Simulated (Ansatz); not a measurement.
# H on Rh(111): change of the work function, part 2 of 4

Wanted: Δφ(θ) for H/Rh(111), starting from the fcc site.

Ansatz 0.2.0; plane-wave DFT, PBE, Ansatz PAW.

So far, work function, upper face (eV): step 2 (the clean slab) 5.17.

**3. The covered slab, k-mesh 4×4×1, coverage 0.111 ML**

System of this step: HRh36 (H/Rh(111)). The cell holds 37 atoms: 36 Rh and 1 H. Cell: a = 8.061 Å, b = 8.061 Å, c = 25.450 Å, α = 90.0°, β = 90.0°, γ = 60.0°. Vacuum lies along c.

The clean slab as it ended is repeated in the plane and the adsorbate is set on one face; the cell's size fixes the coverage, and the k-mesh shrinks with it to keep the sampling density about even. Adsorbate and upper layers relax, since the dipole depends on the height.

input.yaml reads:

```yaml
crystal:
  lattice:
    - [8.0610173054, -1.0e-10, 0.0]
    - [4.0305086528, 6.9810457668, 0.0]
    - [0.0, 0.0, 25.4504523279]
  atoms:
    - { symbol: Rh, position: [0.0, 0.0, 0.3536282925] }
    - { symbol: Rh, position: [0.1111111111, 0.1111111111, 0.4398323015] }
    - { symbol: Rh, position: [0.2222222222, 0.2222222222, 0.5258880227] }
    - { symbol: Rh, position: [0.0, 0.0, 0.6119266672] }
    - { symbol: Rh, position: [0.0, 0.3333333333, 0.3536282925] }
    - { symbol: Rh, position: [0.1111111111, 0.4444444444, 0.4398323015] }
    - { symbol: Rh, position: [0.2222222222, 0.5555555556, 0.5258880227] }
    - { symbol: Rh, position: [0.0, 0.3333333333, 0.6119266672] }
    - { symbol: Rh, position: [0.0, 0.6666666667, 0.3536282925] }
    - { symbol: Rh, position: [0.1111111111, 0.7777777778, 0.4398323015] }
    - { symbol: Rh, position: [0.2222222222, 0.8888888889, 0.5258880227] }
    - { symbol: Rh, position: [0.0, 0.6666666667, 0.6119266672] }
    - { symbol: Rh, position: [0.3333333333, 0.0, 0.3536282925] }
    - { symbol: Rh, position: [0.4444444444, 0.1111111111, 0.4398323015] }
    - { symbol: Rh, position: [0.5555555556, 0.2222222222, 0.5258880227] }
    - { symbol: Rh, position: [0.3333333333, 0.0, 0.6119266672] }
    - { symbol: Rh, position: [0.3333333333, 0.3333333333, 0.3536282925] }
    - { symbol: Rh, position: [0.4444444444, 0.4444444444, 0.4398323015] }
    - { symbol: Rh, position: [0.5555555556, 0.5555555556, 0.5258880227] }
    - { symbol: Rh, position: [0.3333333333, 0.3333333333, 0.6119266672] }
    - { symbol: Rh, position: [0.3333333333, 0.6666666667, 0.3536282925] }
    - { symbol: Rh, position: [0.4444444444, 0.7777777778, 0.4398323015] }
    - { symbol: Rh, position: [0.5555555556, 0.8888888889, 0.5258880227] }
    - { symbol: Rh, position: [0.3333333333, 0.6666666667, 0.6119266672] }
    - { symbol: Rh, position: [0.6666666667, 0.0, 0.3536282925] }
    - { symbol: Rh, position: [0.7777777778, 0.1111111111, 0.4398323015] }
    - { symbol: Rh, position: [0.8888888889, 0.2222222222, 0.5258880227] }
    - { symbol: Rh, position: [0.6666666667, 0.0, 0.6119266672] }
    - { symbol: Rh, position: [0.6666666667, 0.3333333333, 0.3536282925] }
    - { symbol: Rh, position: [0.7777777778, 0.4444444444, 0.4398323015] }
    - { symbol: Rh, position: [0.8888888889, 0.5555555556, 0.5258880227] }
    - { symbol: Rh, position: [0.6666666667, 0.3333333333, 0.6119266672] }
    - { symbol: Rh, position: [0.6666666667, 0.6666666667, 0.3536282925] }
    - { symbol: Rh, position: [0.7777777778, 0.7777777778, 0.4398323015] }
    - { symbol: Rh, position: [0.8888888889, 0.8888888889, 0.5258880227] }
    - { symbol: Rh, position: [0.6666666667, 0.6666666667, 0.6119266672] }
    - { symbol: H, position: [0.1111111111, 0.1111111111, 0.6463717075] }
kpoints:
  mp_grid: { grid: [4, 4, 1] }
hamiltonian:
  xc: pbe
scf:
  occupations: { method: fermi_dirac, width: 0.1 }
  convergence: { dr2_threshold: 1.0e-08 }
efield:
  axis: 3
  dipole_correction: true
  ramp_position: 0.97
  ramp_width: 0.06
relax:
  f_tol: 0.02
  max_steps: 60
  constraints:
    - { sites: [0, 1, 4, 5, 8, 9, 12, 13, 16, 17, 20, 21, 24, 25, 28, 29, 32, 33] }
output:
  write_potential: true
  write_density: true
  volumetric_format: npy
```

Launch:

```bash
$ ansatz run input.yaml --threads 4 --pin off --max-ram 16384MiB --backend cpu --events-out ev --progress --plain --runs-dir out
```

What it wrote:

```text
[...]
Crystal: 37 atoms, lattice volume = 1432.207 Å³
Basis set: ecut = 420 eV, 28063 PW (Γ), exchange–correlation on 108×108×360 points (8 copies of the dense FFT grid, shifted against one another)
Bands: 368, of which v1, the nominal top of the filled ones, is band 307 counted from 1 (306 counted from 0)
Symmetry: 6 space group operations
[...]
k-points: 4 of 16 (time reversal used)
[...]
SCF iter   1: F=—  HF=-230506.778533 eV  |F-HF|=—  |Δ(HF+E_count)|=         —  Δρ=3.68e-3  dr2=8.62e-1  ethr=1.77e-3  p=0.007 e·Å  D=8.75e-4 V/Å  ΔV_dip=-0.02 eV  dr2_dipole=2.67e-1  V_vac-E_F(+/−)=4.95/4.97 eV  ⟨swp⟩=7.5  Hψ=6590  notcnv=0  defer=36
[...]
SCF iter  10: F=-230506.783574 eV  HF=-230506.783574 eV  |F-HF|=2.71e-8  |Δ(HF+E_count)|=   1.37e-9  Δρ=2.94e-7  dr2=4.17e-9  ethr=1.63e-12  p=-0.002 e·Å  D=-2.35e-4 V/Å  ΔV_dip=0.01 eV  dr2_dipole=2.94e-11  V_vac-E_F(+/−)=5.18/5.17 eV  ⟨swp⟩=9.0  Hψ=9898  notcnv=0
SCF 1 converged in 10 iterations: F = -230506.783574 eV  dr2 = 4.17e-9
[...]
relax step   1: F+E_penalty+E_count = -230506.78357416 eV  Δ(F+E_penalty+E_count) = +0.000e0 eV  max|allowed force component| = 6.775e-1 eV/Å  Δτ_max = 0.0000 Å  (10 SCF iters, accepted)
[...]
SCF iter   9: F=-230506.849457 eV  HF=-230506.849457 eV  |F-HF|=4.30e-8  |Δ(HF+E_count)|=   9.65e-8  Δρ=3.96e-7  dr2=2.74e-9  ethr=1.63e-12  p=-0.006 e·Å  D=-8.07e-4 V/Å  ΔV_dip=0.02 eV  dr2_dipole=2.39e-11  V_vac-E_F(+/−)=5.19/5.17 eV  ⟨swp⟩=9.2  Hψ=9924  notcnv=0
SCF 2 converged in 9 iterations: F = -230506.849457 eV  dr2 = 2.74e-9
[...]
relax step   2: F+E_penalty+E_count = -230506.84945744 eV  Δ(F+E_penalty+E_count) = -6.588e-2 eV  max|allowed force component| = 8.978e-2 eV/Å  Δτ_max = 0.1109 Å  (9 SCF iters, accepted)
SCF iter   1: F=—  HF=-230506.850636 eV  |F-HF|=—  |Δ(HF+E_count)|=         —  Δρ=6.81e-4  dr2=2.62e-2  ethr=1.89e-6  p=-0.006 e·Å  D=-8.07e-4 V/Å  ΔV_dip=0.02 eV  dr2_dipole=7.89e-3  V_vac-E_F(+/−)=5.19/5.17 eV  ⟨swp⟩=3.0  Hψ=3209  notcnv=0  defer=74
[...]
SCF iter   8: F=-230506.851711 eV  HF=-230506.851710 eV  |F-HF|=4.81e-8  |Δ(HF+E_count)|=   1.66e-7  Δρ=6.85e-7  dr2=5.46e-9  ethr=1.63e-12  p=-0.006 e·Å  D=-7.72e-4 V/Å  ΔV_dip=0.02 eV  dr2_dipole=4.51e-13  V_vac-E_F(+/−)=5.19/5.17 eV  ⟨swp⟩=9.8  Hψ=10308  notcnv=0
SCF 3 converged in 8 iterations: F = -230506.851711 eV  dr2 = 5.46e-9
relax step   3: F+E_penalty+E_count = -230506.85171054 eV  Δ(F+E_penalty+E_count) = -2.253e-3 eV  max|allowed force component| = 7.284e-3 eV/Å  Δτ_max = 0.0118 Å  (8 SCF iters, accepted)
NSCF: frozen V_eff on 4 k-points
[...]
SCF converged after 8 iterations
Free energy (F): -230506.851711 eV
[...]
Internal energy: -230504.933882 eV  (E = F + TS)
E sigma→0 (E₀):  -230505.892796 eV
Entropy (-TS):   -1.917829 eV (-51.833 meV/atom)
Fermi energy:    4.371821 eV
Dipole field:    D = -0.000772 V/Å  (p = -0.006110 e·Å, saw-weighted, corrected)
Work function:   Φ+ = 5.1939 eV   Φ− = 5.1742 eV
[...]
--- Forces (eV/Å), atoms counted from 1 ---
  atom   1  Rh     0.00946928     0.00546709     0.03175112
  atom   2  Rh     0.00000000     0.00000000    -0.03049079
  atom   3  Rh    -0.00025435    -0.00014685     0.00359341
  atom   4  Rh     0.00630805     0.00364196    -0.00164011
  atom   5  Rh    -0.00000000    -0.01093419     0.03175112
  atom   6  Rh    -0.00765308    -0.00285923    -0.01956239
  atom   7  Rh     0.00089967    -0.00051942    -0.00501263
  atom   8  Rh    -0.00000000    -0.00728391    -0.00164011
  atom   9  Rh     0.00814382    -0.00470184     0.05357180
  atom  10  Rh    -0.00135038     0.00805738    -0.01956239
  atom  11  Rh     0.00000000     0.00029369     0.00359341
  atom  12  Rh     0.00535590    -0.00309223     0.00432528
  atom  13  Rh    -0.00946928     0.00546709     0.03175112
  atom  14  Rh    -0.00630271    -0.00519815    -0.01956239
  atom  15  Rh     0.00000000     0.00103884    -0.00501263
  atom  16  Rh    -0.00630805     0.00364196    -0.00164011
  atom  17  Rh     0.01060373     0.00612207     0.02637147
  atom  18  Rh     0.00000000     0.00000000    -0.04221278
  atom  19  Rh    -0.00089967    -0.00051942    -0.00501263
  atom  20  Rh    -0.00390615    -0.00225522     0.00662120
  atom  21  Rh    -0.00000000    -0.01224413     0.02637147
  atom  22  Rh     0.00135038     0.00805738    -0.01956239
  atom  23  Rh    -0.00318848     0.00184087     0.00485658
  atom  24  Rh     0.00000000     0.00451044     0.00662120
  atom  25  Rh     0.00000000     0.00940368     0.05357180
  atom  26  Rh     0.00630271    -0.00519815    -0.01956239
  atom  27  Rh     0.00025435    -0.00014685     0.00359341
  atom  28  Rh     0.00000000     0.00618447     0.00432528
  atom  29  Rh    -0.01060373     0.00612207     0.02637147
  atom  30  Rh     0.00765308    -0.00285923    -0.01956239
  atom  31  Rh    -0.00000000    -0.00368174     0.00485658
  atom  32  Rh     0.00390615    -0.00225522     0.00662120
  atom  33  Rh    -0.00814382    -0.00470184     0.05357180
  atom  34  Rh     0.00000000     0.00000000    -0.18638237
  atom  35  Rh     0.00318848     0.00184087     0.00485658
  atom  36  Rh    -0.00535590    -0.00309223     0.00432528
  atom  37  H     -0.00000000    -0.00000000     0.00326472
  max |Σ_I F_I| component: 1.19e-4 eV/Å
--- Band table (eV) ---
  k-point 0: bands = [... 303 lower, 4.2799, 4.2799, 4.2878, 4.3549, 4.3549, 4.3643, 4.3643, 4.3755, ... 57 higher]
  k-point 1: bands = [... 303 lower, 4.3231, 4.3263, 4.3394, 4.3637, 4.3998, 4.4573, 4.4803, 4.5169, ... 57 higher]
  k-point 2: bands = [... 303 lower, 4.2372, 4.3324, 4.3609, 4.4398, 4.5317, 4.5319, 4.5413, 4.5447, ... 57 higher]
  k-point 3: bands = [... 303 lower, 4.2179, 4.3844, 4.4274, 4.4441, 4.5074, 4.5194, 4.5210, 4.6048, ... 57 higher]
--- Relaxed structure (3 steps of the walk, 3 accepted, 0 SCFs on fresh bases) ---
  F+E_penalty+E_count = -230506.85171054 eV   max|allowed force component| = 7.284e-3 eV/Å
  atoms:
    - { symbol: Rh, position: [1.111111e-11, 1.111111e-11, 0.353628] }
    - { symbol: Rh, position: [0.111111, 0.111111, 0.4398323015] }
    - { symbol: Rh, position: [0.222041, 0.222041, 0.526052] }
    - { symbol: Rh, position: [-0.00193794, -0.00193794, 0.612937] }
    - { symbol: Rh, position: [1.111108e-11, 0.333333, 0.353628] }
    - { symbol: Rh, position: [0.111111, 0.444444, 0.4398323015] }
    - { symbol: Rh, position: [0.222207, 0.555563, 0.525809] }
    - { symbol: Rh, position: [-0.00193794, 0.337209, 0.612937] }
    - { symbol: Rh, position: [-2.222228e-11, 0.666667, 0.353628] }
    - { symbol: Rh, position: [0.111111, 0.777778, 0.4398323015] }
    - { symbol: Rh, position: [0.222041, 0.889252, 0.526052] }
    - { symbol: Rh, position: [0.000222834, 0.666555, 0.611631] }
    - { symbol: Rh, position: [0.333333, 1.111111e-11, 0.353628] }
    - { symbol: Rh, position: [0.444444, 0.111111, 0.4398323015] }
    - { symbol: Rh, position: [0.555563, 0.222207, 0.525809] }
    - { symbol: Rh, position: [0.337209, -0.00193794, 0.612937] }
    - { symbol: Rh, position: [0.333333, 0.333333, 0.353628] }
    - { symbol: Rh, position: [0.444444, 0.444444, 0.4398323015] }
    - { symbol: Rh, position: [0.555563, 0.555563, 0.525809] }
    - { symbol: Rh, position: [0.334278, 0.334278, 0.611872] }
    - { symbol: Rh, position: [0.333333, 0.666667, 0.353628] }
    - { symbol: Rh, position: [0.444444, 0.777778, 0.4398323015] }
    - { symbol: Rh, position: [0.555331, 0.889001, 0.525816] }
    - { symbol: Rh, position: [0.334278, 0.664776, 0.611872] }
    - { symbol: Rh, position: [0.666667, -2.222220e-11, 0.353628] }
    - { symbol: Rh, position: [0.777778, 0.111111, 0.4398323015] }
    - { symbol: Rh, position: [0.889252, 0.222041, 0.526052] }
    - { symbol: Rh, position: [0.666555, 0.000222834, 0.611631] }
    - { symbol: Rh, position: [0.666667, 0.333333, 0.353628] }
    - { symbol: Rh, position: [0.777778, 0.444444, 0.4398323015] }
    - { symbol: Rh, position: [0.889001, 0.555331, 0.525816] }
    - { symbol: Rh, position: [0.664776, 0.334278, 0.611872] }
    - { symbol: Rh, position: [0.666667, 0.666667, 0.353628] }
    - { symbol: Rh, position: [0.777778, 0.777778, 0.4398323015] }
    - { symbol: Rh, position: [0.889001, 0.889001, 0.525816] }
    - { symbol: Rh, position: [0.666555, 0.666555, 0.611631] }
    - { symbol: H, position: [0.111111, 0.111111, 0.651193] }
```

Wall time 5.8 min (4 threads of Arm Neoverse V1, shared host); peak memory 8.8 GiB.

The steps of the relaxation:

```csv
step,energy less that of the first step (eV),largest force component (eV/Å)
1,0.0000,0.6775
2,-0.0659,0.0898
3,-0.0681,0.0073
```

The run keeps the 6 symmetry operations that the program found, so distortions that break them were not tested.

The atoms that moved most (Å):

```csv
atom,dx,dy,dz,length
H37,0.000,0.000,0.123,0.123
Rh4,-0.023,-0.014,0.026,0.037
Rh16,0.023,-0.014,0.026,0.037
Rh8,0.000,0.027,0.026,0.037
Rh24,0.000,-0.013,-0.001,0.013
Rh32,-0.011,0.007,-0.001,0.013
Rh20,0.011,0.007,-0.001,0.013
Rh28,0.000,0.002,-0.008,0.008
```

Final coordinates:

```
Rh H
1.0
     8.06102    0.00000    0.00000
     4.03051    6.98105    0.00000
     0.00000    0.00000   25.45045
Rh H
36 1
Cartesian
  0.0000 0.0000 9.0000
  1.3435 0.7757 11.1939
  2.6848 1.5501 13.3882
  -0.0234 -0.0135 15.5995
  1.3435 2.3270 9.0000
  2.6870 3.1027 11.1939
  4.0304 3.8784 13.3821
  1.3435 2.3541 15.5995
  2.6870 4.6540 9.0000
  4.0305 5.4297 11.1939
  5.3740 6.2079 13.3882
  2.6884 4.6533 15.5663
  2.6870 0.0000 9.0000
  4.0305 0.7757 11.1939
  5.3740 1.5512 13.3821
  2.7104 -0.0135 15.5995
  4.0305 2.3270 9.0000
  5.3740 3.1027 11.1939
  6.7176 3.8784 13.3821
  4.0419 2.3336 15.5724
  5.3740 4.6540 9.0000
  6.7175 5.4297 11.1939
  8.0597 6.2062 13.3823
  5.3740 4.6408 15.5724
  5.3740 0.0000 9.0000
  6.7175 0.7757 11.1939
  8.0632 1.5501 13.3882
  5.3740 0.0016 15.5663
  6.7175 2.3270 9.0000
  8.0610 3.1027 11.1939
  9.4045 3.8768 13.3823
  6.7061 2.3336 15.5724
  8.0610 4.6540 9.0000
  9.4045 5.4297 11.1939
  10.7494 6.2062 13.3823
  8.0597 4.6533 15.5663
  1.3435 0.7757 16.5732
```

Numbers from this step:

```
energy at zero smearing   : -230505.8928 eV
work function, upper face : 5.194 eV
dipole along the normal   : -0.006110 e·Å
```

Running mean over 2.194 Å of the planar mean; the ramp of the sawtooth is left out. The electron's electrostatic potential energy less the Fermi level by z:

```csv
z (Å),electron's electrostatic potential energy less the Fermi level (eV)
3.0,5.17
3.5,5.17
4.0,5.17
4.5,5.17
5.0,5.17
5.5,5.16
6.0,5.10
6.5,4.91
7.0,4.16
7.5,0.998
8.0,-5.57
8.5,-11.0
9.0,-12.7
9.5,-13.0
10.0,-13.1
10.5,-13.1
11.0,-13.2
11.5,-13.3
12.0,-13.3
12.5,-13.3
13.0,-13.3
13.5,-13.2
14.0,-13.1
14.5,-13.1
15.0,-13.0
15.5,-12.9
16.0,-11.7
16.5,-6.79
17.0,-0.0514
17.5,3.81
18.0,4.84
18.5,5.10
19.0,5.17
19.5,5.19
20.0,5.19
20.5,5.19
21.0,5.19
21.5,5.19
22.0,5.19
```

The relaxation took 3 steps and lowered the energy by 0.068 eV; the largest force on the free atoms ends at 0.0073 eV/Å.

The covered face has 5.19 eV, +0.03 eV against the clean one; the bare back face has moved by +0.01 eV, a measure of how thin the slab is.

[end of part 2 of 4]

[Long decimals in the printed logs are rounded to 6 places.]

[Logs are printed without paths, hosts, clocks, repeated set-up lines and the standing remarks that a program may print on its own settings, such as how far it seeks lower states.]

[Hosts, paths, dates, database ids (printed as entryN), source tags and the programs' standing remarks are cut or masked in the printed files.]

[Maps of the electrostatic potential energy from Ansatz leave out the sawtooth potential of an applied field or a dipole correction, so their vacuum need not be flat; planar profiles and work functions include it.]
